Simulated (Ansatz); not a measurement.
# What Y2SOF2 (built on the sites of a database entry of YSF) distorts into, part 3 of 3

Aim: this structure of Y2SOF2 (built on the sites of a database entry of YSF) is to be tested for unstable modes, and one is followed downhill.

Ansatz 0.2.0; DFT PBEsol, scalar-relativistic, plane waves, PAW.

So far. Step 5 (Energy along the mode, all amplitudes (two of the runs …): The lowest of the steps tried is at 0.14 Å, 1.89 meV/atom below the parent; the bottom of the well need not coincide with a step. Step 7 (The new phase in its own primitive cell): The largest force component left is 0.61 meV/Å and the pressure is 0.000 GPa, within the tolerances set. The cell now holds 14.97 Å³/atom. The relaxed cell has a, b, c = 3.878, 3.782, 12.251 Å (conventional setting).

The structure was built from a prototype and need not be the compound's stable phase.

## (8) Modes of the new phase, k-mesh 6×6×6

A relaxed structure may still be a saddle point, so its zone-centre modes are computed. The response to a homogeneous field gives the Born charges and the dielectric tensor.

input.yaml

```yaml
crystal:
  lattice:
    - [3.8779192612, 0.0, 0.0]
    - [0.0, 1.891086507, 6.1257348365]
    - [0.0, -1.891086507, 6.1257348365]
  atoms:
    - { symbol: "Y", position: [0.5, 0.2927461206, 0.2927461206] }
    - { symbol: "Y", position: [0.0, 0.0458193383, 0.0458193383] }
    - { symbol: O, position: [0.5, 0.1188889835, 0.1188889835] }
    - { symbol: S, position: [0.0, 0.724432865, 0.724432865] }
    - { symbol: F, position: [0.5, 0.9090614, 0.9090614] }
    - { symbol: F, position: [0.0, 0.4399328441, 0.4399328441] }
kpoints:
  mp_grid: { grid: [6, 6, 6] }
hamiltonian:
  xc: pbesol
scf:
  occupations: { method: fixed }
output:
  eigenvalues: true
phonons:
  method: dfpt
  dielectric: true
  rigid_motions: translations
```

Started as:

```
> ansatz run input.yaml --threads 8 --pin off --max-ram 14336MiB --backend cpu --events-out ev --progress --plain --runs-dir out
```

Numbers of over 12 decimals in the logs are rounded to 6 here.

The log of the run:

```text
[...]
Crystal: 6 atoms, lattice volume = 89.846 Å³
Basis set: ecut = 420 eV, 1751 PW (Γ), exchange–correlation on 54×90×90 points (8 copies of the dense FFT grid, shifted against one another)
Bands: 30, of which v1, the nominal top of the filled ones, is band 24 counted from 1 (23 counted from 0)
Symmetry: 4 space group operations
k-points: 112 of 216 (irreducible under 1 space group operation, time reversal used)
[...]
SCF iter   1: F=—  HF=-10649.013282 eV  |F-HF|=—  |Δ(HF+E_count)|=         —  Δρ=1.33e-2  dr2=1.23e-1  ethr=1.77e-3  ⟨swp⟩=5.0  Hψ=12796  notcnv=0  defer=424
[...]
SCF iter  11: F=-10648.981359 eV  HF=-10648.981359 eV  |F-HF|=3.64e-12  |Δ(HF+E_count)|=  3.02e-10  Δρ=2.28e-7  dr2=3.82e-11  ethr=1.00e-12  ⟨swp⟩=12.7  Hψ=19891  notcnv=0
SCF 1 converged in 11 iterations: F = -10648.981359 eV  dr2 = 3.82e-11
[...]
NSCF: frozen V_eff on 2 k-points
DFPT response loops at Γ: preconditioner auto → Resta (q_TF=auto, 2.458 Å⁻¹)  ε∞=5.6 (no band partly filled); β = 1.00, the filter's whole step (`scf.mixing.beta` (0.50) is not read by the response loops at its default; to damp them type it under 1.00, their step now; it binds the ground state too); Broyden in place of MSR1
── the response to a field inside a basis, on 10×10×10 k-points: an SCF that follows is theirs, and a resumed run solves both again ──
Bands: 25, of which v1, the nominal top of the filled ones, is band 24 counted from 1 (23 counted from 0)
k-points: 150 of 1000 (time reversal used)
[...]
Eigensolver: Dense (150 Hₖ)
SCF iter   1: F=—  HF=-10648.968594 eV  |F-HF|=—  |Δ(HF+E_count)|=         —  Δρ=4.65e-4  dr2=4.22e-5  ethr=1.00e-1
[...]
SCF iter   5: F=-10648.968587 eV  HF=-10648.968587 eV  |F-HF|=2.56e-9  |Δ(HF+E_count)|=   5.21e-8  Δρ=3.96e-6  dr2=1.02e-8  ethr=5.29e-10
SCF 1 converged in 5 iterations: F = -10648.968587 eV  dr2 = 1.02e-8
[...]
WARN: field response: ε∞ stands inside a basis, on 10×10×10 points; the force constants stand on the 6×6×6 k-mesh, whose period is 11.49 times the interband length at k = (0.0000, -0.5000, -0.5000), direct gap 1.954 eV, under 14: take them and everything formed from them as unconverged, and compare with a denser kpoints.mp_grid
SCF converged after 11 iterations
Free energy (F): -10648.981359 eV
[...]
Internal energy: -10648.981359 eV  (E = F + TS)
E sigma→0 (E₀):  -10648.981359 eV
Fermi energy:    9.047507 eV
[...]
--- Band table (eV; the first three rows and the last of 112) ---
  k-point 0: bands = [... 20 lower, 6.9166, 7.9568, 9.0317, 9.0475, 11.2214, 12.6667, 13.2025, 14.1039, ... 2 higher]
  k-point 1: bands = [... 20 lower, 6.4389, 8.0631, 8.4432, 8.6644, 11.9690, 12.9787, 13.5751, 13.9612, ... 2 higher]
  k-point 2: bands = [... 20 lower, 6.4384, 7.2843, 7.9945, 8.5803, 13.0029, 13.5239, 13.6396, 14.0834, ... 2 higher]
  k-point 111: bands = [... 20 lower, 7.1222, 7.2413, 7.6459, 7.8368, 12.3472, 14.1993, 14.2219, 14.2760, ... 2 higher]
--- Phonons (Γ-DFPT): 18 representative perturbations + reference, on 112 of 216 k-points (Σ response iterations 60) ---
  k mesh reduced under 1 symmetry operation, with k and −k counted as one. Each operation leaves every solved perturbation unchanged. A smaller set is not considered because the run solves the response to a homogeneous field
  ASR residual: 2.040e-4 → 0.000e0 eV/Å²; symmetrization residual: 8.134e-6 eV/Å²
  ASR residual per site (eV/Å²): 3.70e-5 2.91e-5 1.54e-4 9.60e-5 1.47e-4 2.04e-4
[...]
ε∞ (high-frequency dielectric tensor):
        5.029829    -0.000000     0.000000
       -0.000000     5.130603     0.000000
        0.000000     0.000000     3.960788
  ε⁰ (static dielectric tensor: ions relaxed, cell fixed):
       19.405281    -0.000000    -0.000000
       -0.000000    20.433707     0.000000
       -0.000000     0.000000    13.814643
  ε⁰ − ε∞ (ionic part):
       14.375451    -0.000000    -0.000000
       -0.000000    15.303104     0.000000
       -0.000000     0.000000     9.853855
  softest optical mode at Γ: 113.33 cm⁻¹; the repairs (sum rule, projections) moved no ω² at Γ by more than (2.33 cm⁻¹)²
  Born effective charges Z* (e; rows j = field, columns β = displacement):
    site 0:
         3.59128    0.00000   -0.00000
         0.00000    4.17405    0.00000
        -0.00000    0.00000    3.43699
    site 1:
         4.60559   -0.00000    0.00000
        -0.00000    3.46894    0.00000
         0.00000    0.00000    4.02497
    site 2:
        -3.90286   -0.00000    0.00000
        -0.00000   -1.63986   -0.00000
         0.00000   -0.00000   -2.24070
    site 3:
        -1.99123    0.00000   -0.00000
         0.00000   -3.03826   -0.00000
        -0.00000   -0.00000   -1.25550
    site 4:
        -1.34957    0.00000    0.00000
        -0.00000   -1.28950   -0.00000
         0.00000   -0.00000   -1.89753
    site 5:
        -0.95320   -0.00000    0.00000
        -0.00000   -1.67537   -0.00000
         0.00000   -0.00000   -2.06823
  Z* charge neutrality: 2.215e-3 e pre-enforcement
  solved inside a basis spanned on kpoints, on 10×10×10 k-points, its susceptibility summed on 12×12×12: ε∞ is read to err by 1.5e-2, Z* by 2.4e-2 e (field_mesh: kpoints solves on kpoints); Z* is corrected for what the basis lacks
  optical modes at Γ without the LO–TO term, one row a degenerate level:
      ω (cm⁻¹)  modes    IR ((D/Å)²/amu)
        113.33      1             0.7478
        118.88      1             4.1713
        123.43      1             0.8818
        152.24      1             7.2079
        195.47      1            11.3058
        226.08      1             1.6751
        233.40      1            14.4950
        237.94      1             8.5800
        278.00      1             0.1801
        289.04      1             0.0934
        302.63      1             0.2550
        318.69      1             6.8664
        357.28      1             1.0479
[...]
optical modes at Γ + LO–TO along q̂ = [1.0000, 0.0000, 0.0000]:
      ω (cm⁻¹)  modes    IR ((D/Å)²/amu)
[...]
optical modes at Γ + LO–TO along q̂ = [0.0000, 1.0000, 0.0000]:
      ω (cm⁻¹)  modes    IR ((D/Å)²/amu)
[...]
optical modes at Γ + LO–TO along q̂ = [0.0000, 0.0000, 1.0000]:
      ω (cm⁻¹)  modes    IR ((D/Å)²/amu)
[...]
152.24      1             7.2079
        221.02      1             0.0647
        233.40      1            14.4950
        237.94      1             8.5800
        266.83      1             1.2271
        278.00      1             0.1801
        289.04      1             0.0934
        303.27      1             0.0158
        357.28      1             1.0479
        413.41      1            11.3136
        484.73      1            23.1716
        607.77      1            12.5892
```

Run time: 2.3 min. Hardware: 8 threads of Arm Neoverse V2, shared host; peak memory 1.7 GiB; 17 min of CPU time.

This step gave:

| Item | Value |
| --- | --- |
| sum-rule residual before enforcement | 2.04e-4 eV/Å² |
| miss of the charge sum rule | 0.002215 e |
| estimated error of the dielectric tensor | 0.01482 |
| estimated error of the Born charges | 0.02429 e |
| point group | mm2 |
| highest optical mode at the zone centre (no LO-TO term) | 564.6 cm⁻¹ |
| lowest optical zone-centre mode | 113.3 cm⁻¹ |
| mean high-frequency dielectric constant | 4.707 |
| largest Born charge (third of the trace) | 4.033 e |
| mean static dielectric constant | 17.88 |
| top of the zone-centre spectrum with the field | 609.4 cm⁻¹ |

Without the LO-TO term. Patterns of degenerate modes are one choice out of their space. Modes at Γ, with each element's share of the kinetic energy:

```csv
mode,frequency (cm⁻¹),symmetry,Y %,O %,S %,F %
1,0.0,acoustic,67,6,12,14
2,0.0,acoustic,67,6,12,14
3,0.0,acoustic,67,6,12,14
4,113.3,B2,83,5,8,3
5,118.9,B1,29,2,0,69
6,123.4,B1,78,1,3,18
7,152.2,B2,22,33,30,16
8,195.5,A1,23,0,31,46
9,226.1,A1,56,0,15,30
10,233.4,B2,24,0,9,67
11,237.9,B1,17,1,66,16
12,278.0,B1,1,0,16,82
13,289.0,B2,0,55,40,4
14,302.6,A1,49,0,9,42
15,318.7,A1,2,5,33,59
16,357.3,B2,4,0,1,95
17,484.7,B1,8,90,2,0
18,564.6,A1,3,88,0,9
```

Displacements in mode 4 (113.3 cm⁻¹), the largest set to 1:
```
Y1   0.00 -0.78  0.00
Y2   0.00  1.00  0.00
O3   0.00 -0.77  0.00
S4   0.00 -0.66  0.00
F5   0.00  0.21  0.00
F6   0.00  0.51  0.00
```

Displacements in mode 18 (564.6 cm⁻¹), the largest set to 1:
```
Y1   0.00  0.00 -0.05
Y2   0.00  0.00 -0.06
O3   0.00  0.00  1.00
S4   0.00  0.00  0.02
F5   0.00  0.00 -0.28
F6   0.00  0.00 -0.07
```

Optical modes at the zone centre, without and with the macroscopic field of the longitudinal modes; each column is sorted by frequency, so a row need not hold one and the same mode. Modes with and without the field, by row:

```csv
rank among optical modes,no field (cm⁻¹),"q along (1, 0, 0) (cm⁻¹)","q along (0, 1, 0) (cm⁻¹)","q along (0, 0, 1) (cm⁻¹)"
1,113.3,113.3,115.8,113.3
2,118.9,122.6,118.9,118.9
3,123.4,151.8,123.4,123.4
4,152.2,152.2,178.5,152.2
5,195.5,195.5,195.5,221
6,226.1,226.1,226.1,233.4
7,233.4,233.4,237.9,237.9
8,237.9,276,278,266.8
9,278,289,288.6,278
10,289,295.2,302.6,289
11,302.6,302.6,318.7,303.3
12,318.7,318.7,342.5,357.3
13,357.3,357.3,406.2,413.4
14,484.7,564.6,484.7,484.7
15,564.6,609.4,564.6,607.8
```

Born charge (rows field, columns displacement) (e), principal values of the symmetric part by kind of site:

```csv
atom,atoms with these values,low,middle,high,mean
Y1,1,3.44,3.59,4.17,3.73
Y2,1,3.47,4.03,4.61,4.03
O3,1,-3.90,-2.24,-1.64,-2.59
S4,1,-3.04,-1.99,-1.26,-2.10
F5,1,-1.90,-1.35,-1.29,-1.51
F6,1,-2.07,-1.68,-0.95,-1.57
```

In full for Y2:

```
4.61 0.00 0.00
0.00 3.47 0.00
0.00 0.00 4.03
```

High-frequency dielectric tensor:

```
5.03 0.00 0.00
0.00 5.13 0.00
0.00 0.00 3.96
```

Static dielectric tensor (ions relaxed, fixed cell):

```
19.41  0.00  0.00
 0.00 20.43  0.00
 0.00  0.00 13.81
```

Transverse modes. Infrared lines, with heights relative to the strongest:

```csv
position (cm⁻¹),label,relative intensity
113,B2,3.2
119,B1,18
123,B1,3.8
152,B2,31
196,A1,49
226,A1,7.2
233,B2,63
238,B1,37
278,B1,0.8
289,B2,0.4
303,A1,1.1
319,A1,30
357,B2,4.5
485,B1,100
565,A1,22
```

Before it was imposed, the acoustic sum rule was missed by 2.0e-4 eV/Å² and the charge sum rule by 0.0022 e. Small misses are needed for a sound result but don't prove that mesh and cutoff are converged. The lowest optical mode is real, 113 cm⁻¹.

The log warns of the k mesh: “the force constants stand on the 6×6×6 k-mesh, whose period is 11.49 times the interband length at k = (0.0000, -0.5000, -0.5000), direct gap 1.954 eV, under 14: take them and everything formed from them as unconverged”.

## (9) Summary of results

| Quantity | Value |
| --- | --- |
| unstable mode of the parent | q = (0, 0, 0), 124i cm⁻¹ |
| depth at the lowest point sampled | 1.89 meV/atom |
| largest atomic shift at that point | 0.14 Å |
| space group reached (within 0.01 Å) | Amm2 |
| energy gained over the parent (first relaxation, on the mesh of the frozen mode) | 111 meV/atom |
| volume per atom, phase reached | 15.0 Å³ |
| gap on the k-mesh, phase reached | 1.92 eV |
| lowest optical zone-centre mode, phase reached | 113 cm⁻¹ |
| highest optical mode at the zone centre (no LO-TO term), phase reached | 565 cm⁻¹ |

In words: Along this mode the structure falls into Amm2, 111 meV/atom below the parent. At the parent's cell the well is 1.894 meV/atom deep on the steps tried, with its lowest point at a shift of 0.14 Å. Relaxing atoms and cell changes the gain by +109.38 meV/atom against the lowest step (energies at zero smearing). Most of the total comes from this relaxation. The new phase has no imaginary mode at the zone centre of its cell; other wavevectors were not checked. Of the 6 patterns followed to their end from this parent, this one reaches the lowest energy. Each path keeps the symmetry of its pattern, so a lower phase may lie along a pattern not tried. With the field response the log warns that the k mesh is coarse for the force constants too, so the frequencies may not be converged. The q mesh is too sparse to interpolate, so only the solved wavevectors are given. The program warns that the interpolation holds no quadrupole term, so branches close to Γ can be off in this crystal. The starting cell was built on a prototype and not taken from a measurement, so the phase need not exist.

[Logs are printed without paths, hosts, clocks, repeated set-up lines and the standing remarks that a program may print on its own settings, such as how far it seeks lower states.]

[Hosts, paths, dates, database ids (printed as entryN), source tags and the programs' standing remarks are cut or masked in the printed files.]
